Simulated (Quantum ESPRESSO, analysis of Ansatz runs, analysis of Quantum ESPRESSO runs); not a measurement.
# Reproducing a measured charge-transition level: substitutional P in diamond (Quantum ESPRESSO), part 2 of 4

Subject: substitutional P in diamond. Wanted: its charge-transition level, in one set-up (PBE, GBRV 1.5 PBE, cutoffs x 0.85, 64-site cell, PBE lattice, k: the zone centre alone then 2x2x2 shifted, dielectric constants 5.7 and 5.7 (handbook)). The model is a cell of 64 host atoms with 1 C taken out and 1 P put in. The level is the Fermi energy at which two charge states have equal formation energy, after a correction for the images of the charge. This set-up takes another basis size than the usual one.

Quantum ESPRESSO 7.5; PBE, GBRV 1.5 PBE, cutoffs x 0.85, 64-site cell, PBE lattice, k: the zone centre alone then 2x2x2 shifted, dielectric constants 5.7 and 5.7 (handbook).

So far: Set-up; Relaxation, charge +1.

## 2. Relaxation, charge +1 (continued)

Level of this step: Quantum ESPRESSO plane-wave DFT, PBE, GBRV 1.5 PBE potentials; relaxation of all atoms of a defect supercell (Quantum ESPRESSO).

Step by step:

```
step  energy less that of the first step (eV)
   0                                   0.0000
   1                                  -5.6539
   2                                  -6.8680
   3                                  -6.9862
   4                                  -7.0096
   5                                  -7.0167
   6                                  -7.0190
   7                                  -7.0197
   8                                  -7.0199
```

The atoms that moved most (Å):

```
atom      dx      dy      dz  length
 C49   0.119   0.066  -0.125   0.185
 C42   0.108  -0.132   0.069   0.184
  C4  -0.038  -0.095  -0.102   0.144
 C27  -0.079   0.042   0.061   0.108
 C38   0.056   0.034  -0.062   0.090
 C14  -0.070  -0.001   0.049   0.086
 C53   0.040   0.072   0.013   0.083
 C21  -0.073   0.010  -0.009   0.075
```

Neighbours of P8 at the end:

```
atom  distance (Å)
 C27         1.697
  C4         1.697
 C42         1.697
 C49         1.697
 C15         2.565
  C7         2.565
 C38         2.565
 C46         2.565
 C21         2.565
 C14         2.565
 C53         2.565
  C5         2.565
  C6         2.565
 C31         2.565
 C23         2.565
 C37         2.565
```

First to last step the energy falls by 7.020 eV; the largest move, 0.19 Å, is that of C49 and 1 other atom alike. Judged within 0.08 Å, the space group went from P1 to P-43m.

## 3. Single point, charge +1

The relaxed structure is kept, and the final numbers are taken at the final level and k-points.

This step: Quantum ESPRESSO plane-wave DFT, PBE, GBRV 1.5 PBE potentials; single point of a defect supercell.

pw.in reads:

```
&CONTROL
  calculation = 'scf'
  prefix = 'pwscf'
  outdir = './tmp'
  pseudo_dir = './pseudo'
  tprnfor = .true.
  disk_io = 'low'
/
&SYSTEM
  ibrav = 0
  nat = 64
  ntyp = 2
  ecutwfc = 38
  ecutrho = 306
  nbnd = 132
  occupations = 'smearing'
  smearing = 'fd'
  degauss = 0.00073499
  tot_charge = 1
  nosym = .true.
/
&ELECTRONS
  conv_thr = 6d-08
  electron_maxstep = 100
  mixing_beta = 0.5
/
ATOMIC_SPECIES
C     12.0110 c_pbe_v1.2.uspp.F.UPF
P     30.9738 p_pbe_v1.5.uspp.F.UPF
CELL_PARAMETERS angstrom
   7.1413542048    0.0000000000    0.0000000000
   0.0000000000    7.1413542048    0.0000000000
   0.0000000000    0.0000000000    7.1413542048
ATOMIC_POSITIONS crystal
C     -0.0017629544   -0.0019245504    0.2492972219
C     -0.0017651592    0.2499685600   -0.0025510844
[... 1 atom line left out ...]
C      0.2379075811    0.2377768698    0.2371174248
C      0.1211243193    0.1209996724    0.3738489037
[... 2 atom lines left out ...]
P      0.3751282458    0.3749392836    0.3743028941
[... 5 atom lines left out ...]
C      0.1211485452    0.3753821551    0.6282570902
C      0.3755335660    0.1210004369    0.6282338982
[... 5 atom lines left out ...]
C      0.1211649321    0.6289048436    0.3747241704
[... 5 atom lines left out ...]
C      0.2379400268    0.5121307929    0.5114890973
[... 3 atom lines left out ...]
C      0.3746760441    0.6289248621    0.6282705568
[... 10 atom lines left out ...]
C      0.5123559135    0.2377361207    0.5114680938
[... 3 atom lines left out ...]
C      0.6290767067    0.3745153750    0.6282624794
[... 2 atom lines left out ...]
C      0.5123226191    0.5121845768    0.2370995532
[... 3 atom lines left out ...]
C      0.6290741100    0.6289367888    0.3738796690
[... 10 atom lines left out ...]
C      0.8751544248    0.8749410152    0.8742773810
K_POINTS automatic
2 2 2 1 1 1
```

pp_potential.in reads:

```
&INPUTPP
  prefix = 'pwscf'
  outdir = './tmp'
  filplot = 'potential.dat'
  plot_num = 11
/
&PLOT
  nfile = 1
  filepp(1) = 'potential.dat'
  iflag = 3
  output_format = 6
  fileout = 'potential.cube'
/
```

The run is started by

```console
OMP_NUM_THREADS=1 mpirun -n 4 pw.x -nk 2 -in pw.in > pw.out
OMP_NUM_THREADS=1 mpirun -n 4 pp.x -in pp_potential.in > pp_potential.out
```

The program printed:

```text
[banner, memory and clock lines left out]
          URL

     bravais-lattice index     =            0
     lattice parameter (alat)  =      13.4952  a.u.
     unit-cell volume          =    2457.7535 (a.u.)^3
     number of atoms/cell      =           64
     number of atomic types    =            2
     number of electrons       =       256.00
     number of Kohn-Sham states=          132
     kinetic-energy cutoff     =      38.0000  Ry
     charge density cutoff     =     306.0000  Ry
     scf convergence threshold =      6.0E-08
     mixing beta               =       0.5000
     number of iterations used =            8  plain     mixing
     Exchange-correlation=  SLA  PW   PBX  PBC
                           (   1   4   3   4   0   0   0)

     celldm(1)=  13.495204  celldm(2)=   0.000000  celldm(3)=   0.000000
     celldm(4)=   0.000000  celldm(5)=   0.000000  celldm(6)=   0.000000

     crystal axes: (cart. coord. in units of alat)
               a(1) = (   1.000000   0.000000   0.000000 )
               a(2) = (   0.000000   1.000000   0.000000 )
               a(3) = (   0.000000   0.000000   1.000000 )

     reciprocal axes: (cart. coord. in units 2 pi/alat)
               b(1) = (  1.000000  0.000000  0.000000 )
               b(2) = (  0.000000  1.000000  0.000000 )
               b(3) = (  0.000000  0.000000  1.000000 )

     PseudoPot. # 1 for C  read from file:
     c_pbe_v1.2.uspp.F.UPF
     Pseudo is Ultrasoft + core correction, Zval =  4.0
     Generated by new atomic code, or converted to UPF format
     Using radial grid of  721 points,  4 beta functions with:
                l(1) =   0
                l(2) =   0
                l(3) =   1
                l(4) =   1
     Q(r) pseudized with  8 coefficients,  rinner =    1.100   1.100   1.100

     PseudoPot. # 2 for P  read from file:
     p_pbe_v1.5.uspp.F.UPF
     Pseudo is Ultrasoft + core correction, Zval =  5.0
     Generated by new atomic code, or converted to UPF format
     Using radial grid of  903 points,  6 beta functions with:
                l(1) =   0
                l(2) =   0
                l(3) =   1
                l(4) =   1
                l(5) =   2
                l(6) =   2
     Q(r) pseudized with  8 coefficients,  rinner =    1.300   1.300   1.300
                                                       1.300   1.300

     atomic species   valence    mass     pseudopotential
     C                 4.00    12.01100     C ( 1.00)
     P                 5.00    30.97380     P ( 1.00)

     No symmetry found

   Cartesian axes

     site n.     atom                  positions (alat units)
         1        C      tau(   1) = (  -0.0017630  -0.0019246   0.2492972  )
         2        C      tau(   2) = (  -0.0017652   0.2499686  -0.0025511  )
         3        C      tau(   3) = (   0.2501005  -0.0018809  -0.0025248  )
         4        C      tau(   4) = (   0.2379076   0.2377769   0.2371174  )
         5        C      tau(   5) = (   0.1211243   0.1209997   0.3738489  )
         6        C      tau(   6) = (   0.1211324   0.3745339   0.1203522  )
         7        C      tau(   7) = (   0.3746916   0.1209988   0.1203444  )
         8        P      tau(   8) = (   0.3751282   0.3749393   0.3743029  )
         9        C      tau(   9) = (   0.0001124  -0.0000809   0.7493062  )
        10        C      tau(  10) = (  -0.0008857   0.2498209   0.4994342  )
        11        C      tau(  11) = (   0.2499722  -0.0010220   0.4993971  )
[...]
60        C      tau(  60) = (   0.7501498   0.7499675   0.7493329  )
        61        C      tau(  61) = (   0.6254949   0.6253590   0.8739904  )
        62        C      tau(  62) = (   0.6255192   0.8746606   0.6247240  )
        63        C      tau(  63) = (   0.8748272   0.6253480   0.6247091  )
        64        C      tau(  64) = (   0.8751544   0.8749410   0.8742774  )

     number of k points=     4  Fermi-Dirac smearing, width (Ry)=  0.0007
                       cart. coord. in units 2pi/alat
        k(    1) = (   0.2500000   0.2500000   0.2500000), wk =   0.5000000
        k(    2) = (   0.2500000   0.2500000  -0.2500000), wk =   0.5000000
        k(    3) = (   0.2500000  -0.2500000   0.2500000), wk =   0.5000000
        k(    4) = (   0.2500000  -0.2500000  -0.2500000), wk =   0.5000000

     Dense  grid:   222055 G-vectors     FFT dimensions: (  75,  75,  75)

     Smooth grid:    78013 G-vectors     FFT dimensions: (  54,  54,  54)

     Initial potential from superposition of free atoms

     starting charge     256.9973, renormalised to     256.0000
     Starting wfcs are  256 randomized atomic wfcs

     Self-consistent Calculation

     iteration #  1     ecut=    38.00 Ry     beta= 0.50
     Davidson diagonalization with overlap
     ethr =  1.00E-02,  avg # of iterations =  2.0

     total energy              =    -739.53727840 Ry
     estimated scf accuracy    <       4.05136682 Ry

     iteration #  2     ecut=    38.00 Ry     beta= 0.50
     Davidson diagonalization with overlap
     ethr =  1.58E-03,  avg # of iterations =  6.2

     total energy              =    -739.53682898 Ry
     estimated scf accuracy    <       0.58747647 Ry

     iteration #  3     ecut=    38.00 Ry     beta= 0.50
     Davidson diagonalization with overlap
     ethr =  2.29E-04,  avg # of iterations = 11.2

     total energy              =    -739.58407301 Ry
     estimated scf accuracy    <       0.03010181 Ry

     iteration #  4     ecut=    38.00 Ry     beta= 0.50
     Davidson diagonalization with overlap
     ethr =  1.18E-05,  avg # of iterations =  7.2

     total energy              =    -739.59095549 Ry
     estimated scf accuracy    <       0.00283638 Ry

     iteration #  5     ecut=    38.00 Ry     beta= 0.50
     Davidson diagonalization with overlap
     ethr =  1.11E-06,  avg # of iterations =  6.0

     total energy              =    -739.59167137 Ry
     estimated scf accuracy    <       0.00042414 Ry

     iteration #  6     ecut=    38.00 Ry     beta= 0.50
     Davidson diagonalization with overlap
     ethr =  1.66E-07,  avg # of iterations =  2.0

     total energy              =    -739.59172281 Ry
     estimated scf accuracy    <       0.00003632 Ry

     iteration #  7     ecut=    38.00 Ry     beta= 0.50
     Davidson diagonalization with overlap
     ethr =  1.42E-08,  avg # of iterations =  4.0

     total energy              =    -739.59173143 Ry
     estimated scf accuracy    <       0.00000250 Ry

     iteration #  8     ecut=    38.00 Ry     beta= 0.50
     Davidson diagonalization with overlap
     ethr =  9.78E-10,  avg # of iterations =  3.0

     total energy              =    -739.59173221 Ry
     estimated scf accuracy    <       0.00000018 Ry

     iteration #  9     ecut=    38.00 Ry     beta= 0.50
     Davidson diagonalization with overlap
     ethr =  7.19E-11,  avg # of iterations =  3.0

     total energy              =    -739.59173229 Ry
     estimated scf accuracy    <       0.00000006 Ry

     iteration # 10     ecut=    38.00 Ry     beta= 0.50
     Davidson diagonalization with overlap
     ethr =  2.38E-11,  avg # of iterations =  3.0

     End of self-consistent calculation

          k = 0.2500 0.2500 0.2500 (  9714 PWs)   bands (ev):

    -7.5306  -6.4226  -6.3528  -6.3527  -5.2622  -5.2324  -5.2322  -4.2190
    -4.1255  -4.1254  -4.0929  -3.1368  -3.1365  -3.0757  -3.0592  -3.0126
    -3.0122  -2.2158  -2.2158  -2.1925  -1.2232  -1.2230  -1.2210  -0.9376
    -0.9375  -0.8789  -0.2295  -0.2293  -0.1707  -0.1302  -0.1299  -0.1139
     0.9769   0.9812   0.9813   1.9212   1.9534   1.9535   2.3094   2.3096
     2.3843   2.3844   2.3914   2.4429   2.8466   2.8644   2.8645   2.9560
     3.6423   3.6424   3.6883   3.7101   3.7104   3.7925   5.0682   5.0728
     5.0731   5.1323   5.1325   5.1845   5.6844   5.6846   5.8058   5.8186
     5.8188   5.8531   6.0278   6.0279   6.0344   6.1968   6.1969   6.2248
     7.1229   7.1231   7.1273   7.1706   7.1706   7.2525   7.2526   7.2533
[...]
18.0211  18.0224  18.0550  18.5876

          k = 0.2500 0.2500-0.2500 (  9714 PWs)   bands (ev):

[...]
18.0214  18.0219  18.0545  18.5879

          k = 0.2500-0.2500 0.2500 (  9714 PWs)   bands (ev):

[...]
18.0214  18.0220  18.0552  18.5877

          k = 0.2500-0.2500-0.2500 (  9714 PWs)   bands (ev):

[...]
8.2730   8.3797   8.4554   8.4556   8.5014   8.6793   8.7163   8.7166
     9.1009   9.1011   9.1876   9.3509   9.3511   9.3555   9.4066   9.4068
     9.4666   9.4668   9.4674   9.5070   9.5345   9.5347   9.6826  10.0425
    10.0474  10.0475  10.6884  10.7134  10.7138  11.0624  11.0628  11.1086
    11.5238  11.5240  11.6062  11.7199  11.7673  11.7676  12.9260  12.9264
    18.0213  18.0221  18.0550  18.5878

     the Fermi energy is    15.3981 ev

!    total energy              =    -739.59173231 Ry
     estimated scf accuracy    <          6.3E-09 Ry
     smearing contrib. (-TS)   =       0.00000000 Ry
     internal energy E=F+TS    =    -739.59173231 Ry

     The total energy is F=E-TS. E is the sum of the following terms:
     one-electron contribution =     260.28452021 Ry
     hartree contribution      =      62.25763756 Ry
     xc contribution           =    -237.99200452 Ry
     ewald contribution        =    -824.14188557 Ry

     convergence has been achieved in  10 iterations

     Forces acting on atoms (cartesian axes, Ry/au):

     atom    1 type  1   force =     0.00044765    0.00041013   -0.00170371
     atom    2 type  1   force =     0.00045464   -0.00183097    0.00014930
     atom    3 type  1   force =    -0.00168464    0.00016500   -0.00000391
     atom    4 type  1   force =    -0.00214545   -0.00231380   -0.00231085
     atom    5 type  1   force =     0.00031467    0.00010175    0.00149431
     atom    6 type  1   force =     0.00025824    0.00142399    0.00004137
     atom    7 type  1   force =     0.00153837    0.00014621    0.00014573
     atom    8 type  2   force =     0.00026022    0.00019493   -0.00016802
     atom    9 type  1   force =     0.00007558    0.00010547   -0.00000451
     atom   10 type  1   force =    -0.00006136   -0.00054050    0.00048465
[...]
atom   60 type  1   force =    -0.00010199   -0.00000619   -0.00017059
     atom   61 type  1   force =     0.00003680   -0.00017376   -0.00019619
     atom   62 type  1   force =    -0.00002980   -0.00030654   -0.00024083
     atom   63 type  1   force =    -0.00031192   -0.00008778   -0.00016153
     atom   64 type  1   force =    -0.00014365   -0.00000798    0.00007542

     Total force =     0.011164     Total SCF correction =     0.000168
```

Run time: 2 min. Hardware: 4 MPI ranks of Arm Neoverse N1, shared host; peak memory 1.3 GiB; 7.9 min of CPU time.

[end of part 2 of 4]

[Logs are printed without paths, hosts, clocks, repeated set-up lines and the standing remarks that a program may print on its own settings, such as how far it seeks lower states.]

[Hosts, paths, dates, database ids (printed as entryN), source tags and the programs' standing remarks are cut or masked in the printed files.]

[For some hosts the program warned that the k-mesh of the response run may be too coarse for force constants and the static dielectric constant; such warnings are not shown here.]
